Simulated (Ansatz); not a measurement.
Consider MnS (Fm-3m).

The database entry behind the starting cell differs from later determinations by our own check (an axis about 0.2 % short against later determinations), so it need not match the best structure at ambient conditions.

It takes space group Fm-3m (No. 225, cubic). Conventional cell: a = 5.209 Å, b = 5.209 Å, c = 5.209 Å, α = 90.00°, β = 90.00°, γ = 90.00°. Nearest to Mn lie 6 S at 2.60 Å. S has 6 Mn at 2.60 Å nearest. Farther neighbours and most contacts between anions are not listed.

```
Mn S
1.0
     0.00000   -2.60450   -2.60450
     2.60450    0.00000   -2.60450
     2.60450   -2.60450    0.00000
Mn S
1 1
Cartesian
  0.0000 0.0000 0.0000
  2.6045 -2.6045 -2.6045
```

The cell and positions come from the Crystallography Open Database and are kept as given unless a step says otherwise. The program's search for lower electronic states was switched off, so nothing shows that the state found is the lowest. PAW set soft_2, made with PBE.

A constrained-RPA run (Ansatz 0.2.0; non-magnetic PBE; Mn d, bands v3 to c2, 6×6×6 mesh, medium accuracy) builds 5 functions on bands 3.7 eV wide, with 5.0 electrons in the window. The bare on-site interaction is 18.1 eV and the bare J 0.60 eV.

Question: Estimate U, U′ and J.

On the Mn d shell, U = 3.53 eV (19 % of the bare value), U′ = 2.57 eV, J = 0.47 eV.

The parent state is non-magnetic and the interaction static (zero frequency); U depends on the window and the orbitals, so it belongs to this model alone.

[Paths, hosts, dates, memory and timing lines, banners, echoed tables and standing remarks are left out of the program output.]

[Logs are printed without paths, hosts, clocks, repeated set-up lines and the standing remarks that a program may print on its own settings, such as how far it seeks lower states.]

[Runs of the session that timed out or met a known fault of the program may be left out.]

[Hosts, paths, dates, database ids (printed as entryN), source tags and the programs' standing remarks are cut or masked in the printed files.]
